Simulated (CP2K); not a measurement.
Consider 1,3,5-trifluorobenzene at its PBE geometry (Å).

```xyz
12

F    -0.1155    2.7313    0.0909
C    -0.0703    1.3685    0.0429
C     1.1851    0.7693    0.0395
C     1.2125   -0.6201   -0.0017
F     2.4199   -1.2401    0.0008
C     0.0698   -1.4111   -0.0429
C    -1.1505   -0.7440   -0.0430
F    -2.2799   -1.5061   -0.0893
C    -1.2645    0.6469    0.0027
H     2.0979    1.3585    0.0679
H     0.1272   -2.4957   -0.0747
H    -2.2316    1.1426    0.0068
```

Method: CP2K XAS_TDP, all-electron GAPW, PBEh(45%), aug-cc-pVDZ, TDA, no relativity.

Predict the bright core excitations at the C K edge.

Leading lines: C2 283.67 eV and C3 281.90 eV. The leading line of an atom is its first one with 35 % of the strongest within 2.5 eV of its lowest line over the strength cut. 

The first six lines of each atom with a strength over 0.0015:

```tsv
atom	energy (eV)	states	strength, one atom
C2 (bonded to 2 C and F), 3 alike	283.67	1	0.0633
	286.37	1	0.0442
	287.93	1	0.0017
	289.03	1	0.0022
	289.20	1	0.0020
	289.34	1	0.0036
C3 (bonded to 2 C and H), 3 alike	281.90	1	0.0465
	284.92	1	0.0164
	286.50	1	0.0024
	287.46	1	0.0098
	287.87	1	0.0055
	288.15	1	0.0021
```

Lines are vertical, at one geometry, with no vibrational structure. Without a correction of the core level, line positions, and the gaps between valence and Rydberg lines, follow the share of exact exchange. At this level such K lines come out 3 to 6 eV under measured ones. These values hold no scalar relativity, about 0.1 eV for C 1s. Rydberg lines, and the discretised continuum above threshold, depend on the basis and the box.

[Banner, clock and machine lines of the logs are left out without a mark of their own.]

[Logs are printed without paths, hosts, clocks, repeated set-up lines and the standing remarks that a program may print on its own settings, such as how far it seeks lower states.]

[Hosts, paths, dates, database ids (printed as entryN), source tags and the programs' standing remarks are cut or masked in the printed files.]
